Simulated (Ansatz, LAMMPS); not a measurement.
# Gap against volume in amorphous poly(p-phenylene) (as short chains C26H22), from a frame at 500 K, (144 atoms)

Density of this cell: 1.08 g/cm³. The cell holds 144 atoms: 78 C and 66 H. Cell: a = 10.981 Å, b = 12.265 Å, c = 11.524 Å, α = 93.4°, β = 90.4°, γ = 96.4°. The starting structure: 3 poly(p-phenylene) chains of 4 units with methyl end groups placed at random, at 1.03 g/cm³; overlaps pushed apart, then 20 ps at 800 K with MMFF94 bonds, angles, torsions, charges and radii (Halgren, J. Comput. Chem. 17, 490 (1996)) in harmonic and 12-6 forms. Snapshot after 30 ps at 500 K and fixed volume.

Calculated with Ansatz 0.2.0: Kohn-Sham DFT, PBE+D4, PAW (set soft_2), plane waves; cutoff 420 eV, Γ point, fermi-dirac smearing of 0.025 eV. The relaxed cell was scaled evenly and the atoms were relaxed at each volume. The gap is that between the highest filled and the lowest empty Kohn-Sham level on the run's k-points.

| volume (Å³/atom) | gap (eV) |
| --- | --- |
| 9.6222 | 2.802 |
| 10.050 | 2.945 |
| 10.371 | ? |
| 10.691 | 2.959 |
| 11.012 | 2.962 |
| 11.333 | 2.957 |

**Question.** Fit a straight line in ln V to the rows given and interpolate to the withheld row.

Worked fit:

A volume deformation potential makes the spacing linear in u = ln(V/V0), with V0 = 10.691 Å³ the relaxed volume; v is the spacing.

| u = ln(V/V0) | v (eV) |
| --- | --- |
| -0.105360 | 2.8023 |
| -0.0618756 | 2.9451 |
| 0 | 2.9586 |
| 0.0295590 | 2.9616 |
| 0.0582696 | 2.9572 |

With n = 5: mean u = -0.0158814, mean v = 2.92496, Σ(u − ū)² = 0.017937, Σ(u − ū)(v − v̄) = 0.014639. Slope b = 0.014639 / 0.017937 = 0.81612; intercept a = v̄ − b ū = 2.9379.

At the withheld volume u = -0.03046, and v = a + b u.

Prediction at 10.371: 2.913 eV. The run gave 2.952 eV, so the fit is low by 0.039 eV (1.3 % of the value).

The rows don't follow a line (correlation 0.76 in size over all rows), so the slope of +0.82 eV is no deformation potential. Among the rows given, the largest miss of the fit is at 10.050, by 0.058 eV (36 % of the range of the table).

Limits: The table spans 16 % in volume, wide for a linear law. Semilocal functionals tend to put gaps under measured ones. Only the Γ point is sampled. Atoms move by up to 1.9 Å in these relaxations, so the structure changes along the series. Defect or tail levels can set the spacing of a disordered cell.

[Hosts, paths, dates, database ids (printed as entryN), source tags and the programs' standing remarks are cut or masked in the printed files.]

[The MMFF94 radii named for the starting cell were scaled by 0.96; in molecules described by MMFF94, hydrogen bound to N, O or S took a small fixed 12-6 site in their place.]
